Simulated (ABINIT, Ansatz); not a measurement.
# TlH3 (Pm-3m): zone-centre phonons, part 4 of 4

Wanted: the vibrations of TlH3 (Pm-3m) at Γ, by two programs.

ABINIT 10.8.3; DFT LDA, scalar-relativistic, plane waves, HGH norm-conserving pseudopotentials.

So far, highest optical zone-centre mode (no LO-TO term) (cm⁻¹): step 5 (zone-centre analysis) 1497. The relaxed cell has a = 3.736 Å (conventional setting).

The structure was built from a prototype and need not be the compound's stable phase.

### Step 6. Sum rules set otherwise (asr 0)

Without the rule the raw error of the acoustic modes shows.

File anaddb.abi:

```
ddb_filepath "gamma_DDB"
output_file "anaddb.abo"
outdata_prefix "anaddb"
asr 0
chneut 0
enunit 2
eivec 1
nph1l 1
qph1l 0.0 0.0 0.0 1.0
```

File mrgddb.in:

```
gamma_DDB
merged
2
dfpt_gammao_DDB
gso_DDB
```

The run is started by

```bash
> mrgddb < mrgddb.in > mrgddb.log
> OMP_NUM_THREADS=1 anaddb anaddb.abi > anaddb.log
```

anaddb.abo, the main output file:

```text
-outvars_anaddb: echo values of input variables ----------------------

 Miscellaneous information :
      enunit         2
       eivec         1
      chneut         0
 First list of wavevector (reduced coord.) :
       nph1l         1
       qph1l
                     0.00000000E+00  0.00000000E+00  0.00000000E+00    1.000E+00

================================================================================

 read the DDB information and perform some checks

  ==== Info on the Cryst% object ====
 Real(R)+Recip(G) space primitive vectors, cartesian coordinates (Bohr,Bohr^-1):
 R(1)=  7.0599235  0.0000000  0.0000000  G(1)=  0.1416446  0.0000000  0.0000000
 R(2)=  0.0000000  7.0599235  0.0000000  G(2)=  0.0000000  0.1416446  0.0000000
 R(3)=  0.0000000  0.0000000  7.0599235  G(3)=  0.0000000  0.0000000  0.1416446
 Unit cell volume ucvol=  3.5188437E+02 bohr^3
 Angles (23,13,12)=  9.00000000E+01  9.00000000E+01  9.00000000E+01 degrees
 Time-reversal symmetry is present
 Reduced atomic positions [iatom, xred, symbol]:
    1)    0.0000000  0.0000000  0.0000000  Tl
    2)    0.5000000  0.0000000  0.0000000   H
    3)    0.0000000  0.5000000  0.0000000   H
    4)    0.0000000  0.0000000  0.5000000   H

 DDB file with 3 blocks has been read.

================================================================================

 Treat the first list of vectors

  Phonon wavevector (reduced coordinates) :  0.00000  0.00000  0.00000
 Phonon energies in Hartree :
  -1.206309E-06 -1.206307E-06 -1.206303E-06  8.256657E-04  8.256657E-04
   8.256657E-04  1.706785E-03  1.706785E-03  1.706785E-03  6.819716E-03
   6.819716E-03  6.819716E-03
 Phonon energies in meV     :
- -3.282533E-02 -3.282529E-02 -3.282517E-02  2.246751E+01  2.246751E+01
-  2.246751E+01  4.644399E+01  4.644399E+01  4.644399E+01  1.855739E+02
-  1.855739E+02  1.855739E+02
 Phonon frequencies in cm-1    :
- -2.647542E-01 -2.647538E-01 -2.647528E-01  1.812127E+02  1.812127E+02
-  1.812127E+02  3.745961E+02  3.745961E+02  3.745961E+02  1.496755E+03
-  1.496755E+03  1.496755E+03
 Phonon frequencies in Thz     :
- -7.937130E-03 -7.937120E-03 -7.937090E-03  5.432619E+00  5.432619E+00
-  5.432619E+00  1.123011E+01  1.123011E+01  1.123011E+01  4.487158E+01
-  4.487158E+01  4.487158E+01
 Phonon energies in Kelvin  :
- -3.809222E-01 -3.809217E-01 -3.809202E-01  2.607246E+02  2.607246E+02
-  2.607246E+02  5.389602E+02  5.389602E+02  5.389602E+02  2.153496E+03
-  2.153496E+03  2.153496E+03

 Eigendisplacements
 (will be given, for each mode : in cartesian coordinates
   for each atom the real part of the displacement vector,
   then the imaginary part of the displacement vector - absolute values smaller than 1.0d-7 are set to zero)
  Mode number    1   Energy   -1.206309E-06
 Attention : low frequency mode.
   (Could be unstable or acoustic mode)
-  1  0.00000000E+00  0.00000000E+00  1.62632768E-03
-     0.00000000E+00  0.00000000E+00  0.00000000E+00
-  2  0.00000000E+00  0.00000000E+00  1.62634770E-03
-     0.00000000E+00  0.00000000E+00  0.00000000E+00
-  3  0.00000000E+00  0.00000000E+00  1.62634770E-03
-     0.00000000E+00  0.00000000E+00  0.00000000E+00
-  4  0.00000000E+00  0.00000000E+00  1.62633700E-03
-     0.00000000E+00  0.00000000E+00  0.00000000E+00
  Mode number    2   Energy   -1.206307E-06
 Attention : low frequency mode.
   (Could be unstable or acoustic mode)
-  1  0.00000000E+00 -1.62632768E-03  0.00000000E+00
-     0.00000000E+00  0.00000000E+00  0.00000000E+00
-  2  0.00000000E+00 -1.62634770E-03  0.00000000E+00
-     0.00000000E+00  0.00000000E+00  0.00000000E+00
-  3  0.00000000E+00 -1.62633700E-03  0.00000000E+00
-     0.00000000E+00  0.00000000E+00  0.00000000E+00
-  4  0.00000000E+00 -1.62634770E-03  0.00000000E+00
-     0.00000000E+00  0.00000000E+00  0.00000000E+00
  Mode number    3   Energy   -1.206303E-06
 Attention : low frequency mode.
   (Could be unstable or acoustic mode)
-  1  1.62632768E-03  0.00000000E+00  0.00000000E+00
-     0.00000000E+00  0.00000000E+00  0.00000000E+00
-  2  1.62633700E-03  0.00000000E+00  0.00000000E+00
-     0.00000000E+00  0.00000000E+00  0.00000000E+00
-  3  1.62634770E-03  0.00000000E+00  0.00000000E+00
-     0.00000000E+00  0.00000000E+00  0.00000000E+00
-  4  1.62634770E-03  0.00000000E+00  0.00000000E+00
-     0.00000000E+00  0.00000000E+00  0.00000000E+00
  Mode number    4   Energy    8.256657E-04
-  1  0.00000000E+00  0.00000000E+00 -1.87081862E-04
-     0.00000000E+00  0.00000000E+00  0.00000000E+00
-  2  0.00000000E+00  2.57702362E-06  1.57400573E-02
-     0.00000000E+00  0.00000000E+00  0.00000000E+00
-  3  0.00000000E+00  1.05678273E-06  1.57400573E-02
-     0.00000000E+00  0.00000000E+00  0.00000000E+00
-  4  0.00000000E+00  2.57702362E-06  6.45466366E-03
-     0.00000000E+00  0.00000000E+00  0.00000000E+00
  Mode number    5   Energy    8.256657E-04
-  1  0.00000000E+00 -1.87081862E-04  0.00000000E+00
-     0.00000000E+00  0.00000000E+00  0.00000000E+00
-  2 -2.29779702E-07  1.57400573E-02 -2.57702371E-06
-     0.00000000E+00  0.00000000E+00  0.00000000E+00
-  3 -5.60330619E-07  6.45466366E-03 -2.57702371E-06
-     0.00000000E+00  0.00000000E+00  0.00000000E+00
-  4 -5.60330619E-07  1.57400573E-02 -1.05678276E-06
-     0.00000000E+00  0.00000000E+00  0.00000000E+00
  Mode number    6   Energy    8.256657E-04
-  1  1.87081864E-04  0.00000000E+00  0.00000000E+00
-     0.00000000E+00  0.00000000E+00  0.00000000E+00
-  2 -6.45466374E-03 -5.60331014E-07  0.00000000E+00
-     0.00000000E+00  0.00000000E+00  0.00000000E+00
-  3 -1.57400575E-02 -2.29779864E-07  0.00000000E+00
-     0.00000000E+00  0.00000000E+00  0.00000000E+00
-  4 -1.57400575E-02 -5.60331014E-07  0.00000000E+00
-     0.00000000E+00  0.00000000E+00  0.00000000E+00
  Mode number    7   Energy    1.706785E-03
-  1  0.00000000E+00  0.00000000E+00  0.00000000E+00
-     0.00000000E+00  0.00000000E+00  0.00000000E+00
-  2  0.00000000E+00  1.97966233E-05 -1.64963286E-02
-     0.00000000E+00  0.00000000E+00  0.00000000E+00
-  3  2.42311877E-07  0.00000000E+00  1.64963286E-02
-     0.00000000E+00  0.00000000E+00  0.00000000E+00
-  4 -2.42311877E-07 -1.97966233E-05  0.00000000E+00
-     0.00000000E+00  0.00000000E+00  0.00000000E+00
  Mode number    8   Energy    1.706785E-03
-  1  0.00000000E+00  0.00000000E+00  0.00000000E+00
-     0.00000000E+00  0.00000000E+00  0.00000000E+00
-  2  0.00000000E+00  1.64963286E-02  1.97966166E-05
-     0.00000000E+00  0.00000000E+00  0.00000000E+00
-  3 -4.55985197E-07  0.00000000E+00 -1.97966166E-05
-     0.00000000E+00  0.00000000E+00  0.00000000E+00
-  4  4.55985197E-07 -1.64963286E-02  0.00000000E+00
-     0.00000000E+00  0.00000000E+00  0.00000000E+00
  Mode number    9   Energy    1.706785E-03
-  1  0.00000000E+00  0.00000000E+00  0.00000000E+00
-     0.00000000E+00  0.00000000E+00  0.00000000E+00
-  2  0.00000000E+00  4.55694080E-07  2.42858912E-07
-     0.00000000E+00  0.00000000E+00  0.00000000E+00
-  3  1.64963404E-02  0.00000000E+00 -2.42858912E-07
-     0.00000000E+00  0.00000000E+00  0.00000000E+00
-  4 -1.64963404E-02 -4.55694080E-07  0.00000000E+00
-     0.00000000E+00  0.00000000E+00  0.00000000E+00
  Mode number   10   Energy    6.819716E-03
-  1  0.00000000E+00  0.00000000E+00  6.42859267E-05
-     0.00000000E+00  0.00000000E+00  0.00000000E+00
-  2  0.00000000E+00  0.00000000E+00  4.66206279E-03
-     0.00000000E+00  0.00000000E+00  0.00000000E+00
-  3  0.00000000E+00  0.00000000E+00  4.66206279E-03
-     0.00000000E+00  0.00000000E+00  0.00000000E+00
-  4  0.00000000E+00  0.00000000E+00 -2.23595805E-02
-     0.00000000E+00  0.00000000E+00  0.00000000E+00
  Mode number   11   Energy    6.819716E-03
-  1  0.00000000E+00 -6.42859266E-05  0.00000000E+00
-     0.00000000E+00  0.00000000E+00  0.00000000E+00
-  2 -1.04665086E-06 -4.66206279E-03  0.00000000E+00
-     0.00000000E+00  0.00000000E+00  0.00000000E+00
-  3  2.18230930E-07  2.23595805E-02  0.00000000E+00
-     0.00000000E+00  0.00000000E+00  0.00000000E+00
-  4  2.18230930E-07 -4.66206279E-03  0.00000000E+00
-     0.00000000E+00  0.00000000E+00  0.00000000E+00
  Mode number   12   Energy    6.819716E-03
-  1  6.42859266E-05  0.00000000E+00  0.00000000E+00
-     0.00000000E+00  0.00000000E+00  0.00000000E+00
-  2 -2.23595805E-02  2.18230930E-07  0.00000000E+00
-     0.00000000E+00  0.00000000E+00  0.00000000E+00
-  3  4.66206279E-03 -1.04665086E-06  0.00000000E+00
-     0.00000000E+00  0.00000000E+00  0.00000000E+00
-  4  4.66206279E-03  2.18230930E-07  0.00000000E+00
-     0.00000000E+00  0.00000000E+00  0.00000000E+00

 Analysis of degeneracies and characters (maximum tolerance=1.00E-06 a.u.)
 For each vibration mode, or group of modes if degenerate,
 the characters are given for each symmetry operation (see the list in the log file).
 Symmetry characters of vibration mode #   1
       degenerate with vibration modes #   2 to    3
  3.0 -3.0 -1.0  1.0 -1.0  1.0 -1.0  1.0  1.0 -1.0 -1.0  1.0  1.0 -1.0 -1.0  1.0
 -0.0  0.0 -0.0  0.0  0.0 -0.0  0.0 -0.0  1.0 -1.0 -1.0  1.0 -1.0  1.0  1.0 -1.0
 -0.0  0.0  0.0 -0.0  0.0 -0.0 -0.0  0.0  1.0 -1.0  1.0 -1.0 -1.0  1.0 -1.0  1.0
 Symmetry characters of vibration mode #   4
       degenerate with vibration modes #   5 to    6
  3.0 -3.0 -1.0  1.0 -1.0  1.0 -1.0  1.0  1.0 -1.0 -1.0  1.0  1.0 -1.0 -1.0  1.0
  0.0 -0.0  0.0 -0.0 -0.0  0.0 -0.0  0.0  1.0 -1.0 -1.0  1.0 -1.0  1.0  1.0 -1.0
  0.0 -0.0 -0.0  0.0 -0.0  0.0  0.0 -0.0  1.0 -1.0  1.0 -1.0 -1.0  1.0 -1.0  1.0
 Symmetry characters of vibration mode #   7
       degenerate with vibration modes #   8 to    9
  3.0 -3.0 -1.0  1.0 -1.0  1.0 -1.0  1.0 -1.0  1.0  1.0 -1.0 -1.0  1.0  1.0 -1.0
 -0.0  0.0  0.0 -0.0 -0.0  0.0  0.0 -0.0 -1.0  1.0  1.0 -1.0  1.0 -1.0 -1.0  1.0
 -0.0  0.0 -0.0  0.0  0.0 -0.0  0.0 -0.0 -1.0  1.0 -1.0  1.0  1.0 -1.0  1.0 -1.0
 Symmetry characters of vibration mode #  10
       degenerate with vibration modes #  11 to   12
  3.0 -3.0 -1.0  1.0 -1.0  1.0 -1.0  1.0  1.0 -1.0 -1.0  1.0  1.0 -1.0 -1.0  1.0
  0.0 -0.0  0.0 -0.0 -0.0  0.0 -0.0  0.0  1.0 -1.0 -1.0  1.0 -1.0  1.0  1.0 -1.0
  0.0 -0.0 -0.0  0.0 -0.0  0.0  0.0 -0.0  1.0 -1.0  1.0 -1.0 -1.0  1.0 -1.0  1.0
-
```

The job ended after 0.8 s (1 thread of Intel Xeon at 2.70GHz, shared host).

Zone-centre frequencies as printed; negative means imaginary. Modes:

```
mode  frequency (cm⁻¹)
   1             -0.26
   2             -0.26
   3             -0.26
   4             181.2
   5             181.2
   6             181.2
   7             374.6
   8             374.6
   9             374.6
  10              1497
  11              1497
  12              1497
```

### Step 7. Cross-check with Ansatz

The same cell goes through another code, with its own cutoff. The potentials differ.

This step: DFT LDA, scalar-relativistic, plane waves, PseudoDojo norm-conserving pseudopotentials (Ansatz 0.2.0).

File input.yaml:

```yaml
crystal:
  lattice:
    - [3.7359506114, 0.0, 0.0]
    - [0.0, 3.7359506114, 0.0]
    - [0.0, 0.0, 3.7359506114]
  atoms:
    - { symbol: Tl, position: [0.0, 0.0, 0.0] }
    - { symbol: H, position: [0.5, 0.0, 0.0] }
    - { symbol: H, position: [0.0, 0.5, 0.0] }
    - { symbol: H, position: [0.0, 0.0, 0.5] }
kpoints:
  mp_grid: { grid: [8, 8, 8] }
hamiltonian:
  xc: lda
  pseudopotentials: { kind: nc, accuracy: standard }
scf:
  occupations: { method: gaussian, width: 0.27211 }
output:
  eigenvalues: true
phonons:
  method: dfpt
```

The run is started by

```bash
> ansatz run input.yaml --threads 4 --pin off --max-ram 8192MiB --backend cpu --events-out ev --progress --plain --runs-dir out
```

What it wrote:

```text
zone centre: on kpoints.mp_grid the ground state, and the responses unless they are solved on pairs of k-points, stand on 125 of the mesh's 512 k-points, reduced under 8 symmetry operations, with k and −k counted as one. Each operation leaves every solved displacement unchanged or reverses it
Engine: ansatz 0.2.0, x86_64-unknown-linux-gnu
Pseudopotentials: kind: nc
Pseudopotential: Tl, nc, valence charge 13, recommended cutoff 843.552974 eV (normal), Tl.nc.azcp (PseudoDojo's, or run here from an input of PseudoDojo's; its table is named by hamiltonian.pseudopotentials.accuracy)
Pseudopotential: H, nc, valence charge 1, recommended cutoff 1006.821291 eV (normal), H.nc.azcp (PseudoDojo's, or run here from an input of PseudoDojo's; its table is named by hamiltonian.pseudopotentials.accuracy)
Functional definition: SPW92
  exchange = slater_x
  correlation = pw_c
Crystal: 4 atoms, lattice volume = 52.144 Å³
Basis set: ecut = 1006.821291 eV, 3791 PW (Γ), exchange–correlation on 80×80×80 points (8 copies of the dense FFT grid, shifted against one another)
Bands: 12, of which v1, the nominal top of the filled ones, is band 8 counted from 1 (7 counted from 0)
Symmetry: 48 space group operations
k-points: 125 of 512 (irreducible under 8 space group operations)
Non-local potential: Tl, projectors of the file, l = 0: 2, l = 1: 2, l = 2: 2
Non-local potential: H, projectors of the file, l = 0: 2, l = 1: 1
Initial density: superposition of atomic densities (chi_scale 0.1, normalization cell, long waves kept (reshape's long-wave potential 0.00 eV rms))
Initial wavefunctions: pseudopotential atomic-orbital guess
Functional: x = slater, c = lda
SCF iter   1: F=—  HF=-1696.320031 eV  |F-HF|=—  |Δ(HF+E_count)|=         —  Δρ=5.68e-2  dr2=1.63e0  ethr=3.10e-3  ⟨swp⟩=5.7  Hψ=9088  notcnv=0
preconditioner: auto → LDOS  [metal: Δε(μ)=0.164 eV  Ē_g=14.110 eV  σ=0.272 eV  W_gap=0.30  n_scr=6 (ndim 8)  ℏωp=20.6 eV  f_vac=0.022  D(μ)=0.83/eV (n_scr^D=6)  β→1.0]
SCF iter   2: F=—  HF=-1695.756905 eV  |F-HF|=—  |Δ(HF+E_count)|=   5.63e-1  Δρ=1.93e-2  dr2=1.33e-1  ethr=3.10e-3  ⟨swp⟩=3.0  Hψ=3947  notcnv=0
preconditioner: auto → none  [metal: Δε(μ)=0.278 eV  Ē_g=14.438 eV  σ=0.272 eV  W_gap=0.47  n_scr=6 (ndim 8)  ℏωp=20.6 eV  f_vac=0.128  D(μ)=0.79/eV (n_scr^D=0)  β→0.5]
SCF iter   3: F=—  HF=-1695.706233 eV  |F-HF|=—  |Δ(HF+E_count)|=   5.07e-2  Δρ=2.78e-3  dr2=1.16e-3  ethr=8.34e-4  ⟨swp⟩=2.3  Hψ=2729  notcnv=0
SCF iter   4: F=—  HF=-1695.706558 eV  |F-HF|=—  |Δ(HF+E_count)|=   3.25e-4  Δρ=2.94e-4  dr2=2.55e-5  ethr=7.26e-6  ⟨swp⟩=2.6  Hψ=2516  notcnv=0
SCF iter   5: F=—  HF=-1695.706557 eV  |F-HF|=—  |Δ(HF+E_count)|=   8.67e-7  Δρ=7.84e-5  dr2=2.97e-6  ethr=1.59e-7  ⟨swp⟩=2.2  Hψ=2464  notcnv=0
SCF iter   6: F=—  HF=-1695.706558 eV  |F-HF|=—  |Δ(HF+E_count)|=   9.52e-7  Δρ=8.24e-6  dr2=2.02e-8  ethr=1.86e-8  ⟨swp⟩=2.3  Hψ=2441  notcnv=0
SCF iter   7: F=—  HF=-1695.706560 eV  |F-HF|=—  |Δ(HF+E_count)|=   2.09e-6  Δρ=9.82e-7  dr2=4.59e-10  ethr=1.26e-10  ⟨swp⟩=2.7  Hψ=2582  notcnv=0
SCF iter   8: F=-1695.706560 eV  HF=-1695.706560 eV  |F-HF|=0.00e0  |Δ(HF+E_count)|=  1.17e-10  Δρ=3.33e-8  dr2=1.72e-13  ethr=1.00e-12  ⟨swp⟩=7.4  Hψ=11068  notcnv=0
SCF 1 converged in 8 iterations: F = -1695.706560 eV  dr2 = 1.72e-13
DFPT response loops at Γ: preconditioner auto → Kerker (q_TF=auto, 2.241 Å⁻¹) (partly filled bands, converged f_vac=0.132); β = 1.00, the filter's whole step (`scf.mixing.beta` (0.50) is not read by the response loops under this deck's `scf.mixing.preconditioner`; to damp them name `kerker` or `kerker_dos`, under which they read `scf.mixing.beta`, and type it under 1.00, their step now; both keys bind the ground state too); Broyden in place of MSR1
SCF converged after 8 iterations
Free energy (F): -1695.706560 eV
Harris-Foulkes:  -1695.706560 eV  (|F-HF|=0.00e0)
Internal energy: -1695.676505 eV  (E = F + TS)
E sigma→0 (E₀):  -1695.691533 eV
Entropy (-TS):   -0.030055 eV (-7.514 meV/atom)
Fermi energy:    4.761314 eV
--- Per-component energies (eV) ---
  E_band       = -72.726145
  E_kinetic    = 892.596737
  E_local      = -1231.406244  (includes V_loc(G=0)·N_el)
  E_nonlocal   = -288.347386
  E_hartree    = 436.770052
  E_xc         = -543.643853
  E_vxc        = -319.109354  (∫ρ·V_xc dr)
  E_ewald      = -961.645812
  E_smearing   = -0.030055  (= −TS)
  E_closure    = 0.000000  (closes the sum)
  Σ components = -1695.706560   (vs F -1695.706560, Δ=0.00e0)
--- Band table (eV; the first three rows and the last of 125) ---
  k-point 0: bands = [... 4 lower, -6.7893, -6.0096, 5.8996, 5.8996, 8.2724, 8.2724, 8.2724, 10.8383]
  k-point 1: bands = [... 4 lower, -6.7883, -5.8611, 4.3841, 5.9384, 8.4301, 8.4301, 8.8518, 11.9800]
  k-point 2: bands = [... 4 lower, -6.7858, -5.3867, 2.1019, 6.0372, 8.8533, 8.8533, 9.3106, 13.7870]
  k-point 124: bands = [... 4 lower, -6.9350, 0.1643, 0.1643, 0.1643, 0.2190, 10.1641, 10.1641, 10.1641]
--- Phonons (Γ-DFPT): 3 representative perturbations + reference, on 125 of 512 k-points (Σ response iterations 10) ---
  k mesh reduced under 8 symmetry operations, with k and −k counted as one. Each operation leaves every solved displacement unchanged or reverses it
  ASR residual: 1.444e-5 → 0.000e0 eV/Å²; symmetrization residual: 1.405e-6 eV/Å²
  ASR residual per site (eV/Å²): 4.74e-6 1.44e-5 1.44e-5 1.44e-5
  Γ frequencies (cm⁻¹): 0.00 0.00 0.00 325.67 325.67 325.67 355.82 355.82 355.82 1729.04 1729.04 1729.04
  non-analytic LO–TO correction: not included (Born effective charges unavailable; polar crystals: no LO–TO splitting at Γ)
```

The job ended after 23 s (4 threads; peak memory 0.91 GiB).

Numbers from this step:

| Item | Value |
| --- | --- |
| sum-rule residual before enforcement | 1.44e-5 eV/Å² |
| highest optical zone-centre mode (no LO-TO term) | 1729 cm⁻¹ |
| lowest optical zone-centre mode | 325.7 cm⁻¹ |

### Step 8. Side by side: ABINIT HGH and Ansatz, PseudoDojo

Worked out from the results:

| Item | Value |
| --- | --- |
| root-mean-square difference | 170.1 cm⁻¹ |
| largest difference | 232.2 cm⁻¹ |

Optical modes, paired by symmetry label. Frequencies side by side, by row:

```
q (reciprocal lattice)  mode  ABINIT HGH (cm⁻¹)  Ansatz, PseudoDojo (cm⁻¹)
                 0 0 0     4              181.2                      355.8
                 0 0 0     5              181.2                      355.8
                 0 0 0     6              181.2                      355.8
                 0 0 0     7              374.6                      325.7
                 0 0 0     8              374.6                      325.7
                 0 0 0     9              374.6                      325.7
                 0 0 0    10               1497                       1729
                 0 0 0    11               1497                       1729
                 0 0 0    12               1497                       1729
```

At the zone centre the largest difference (acoustic modes at Γ apart) is 16 % of the highest mode.

### Step 9. What came out

| Item | Value |
| --- | --- |
| space group after relaxation | Pm-3m |
| volume per atom | 13.0 Å³ |
| highest optical zone-centre mode (no LO-TO term) | 1497 cm⁻¹ |
| lowest optical zone-centre mode | 181.2 cm⁻¹ |
| imaginary optical modes at the zone centre (no q mesh in this session) | none |
| largest difference from Ansatz, PseudoDojo | 232.2 cm⁻¹ |

What this shows: At the LDA level the optical modes of TlH3 (Pm-3m) at the zone centre run from 181 to 1497 cm⁻¹. On other potentials, and in a cell that was not relaxed for them, the second run differs strongly on some modes. The base run prints -0.54 GPa, mostly the error of a finite basis; the relaxation, with a smoothed and higher cutoff, had brought the cell to rest. ABINIT HGH and Ansatz, PseudoDojo differ by 170.1 cm⁻¹ in the root mean square and by 232.2 cm⁻¹ at most, 15.5 % of the highest mode compared (acoustic modes at Γ left out); the two use different potentials, and the cell was not relaxed for the second set. These are harmonic frequencies at zero temperature: anharmonic shifts and linewidths and thermal expansion are left out. Spin-orbit coupling is left out, which can matter for the heavy elements here. The HGH files keep few electrons and have no core correction, which is cheap but rough for Tl. In a metal the frequencies hang on the k mesh and the smearing, most of all near Kohn anomalies. The structure is a hypothetical one, built on a prototype.

[Host names and launcher messages were left out of these logs when they were recorded.]

[Logs are printed without paths, hosts, clocks, repeated set-up lines and the standing remarks that a program may print on its own settings, such as how far it seeks lower states.]

[Hosts, paths, dates, database ids (printed as entryN), source tags and the programs' standing remarks are cut or masked in the printed files.]
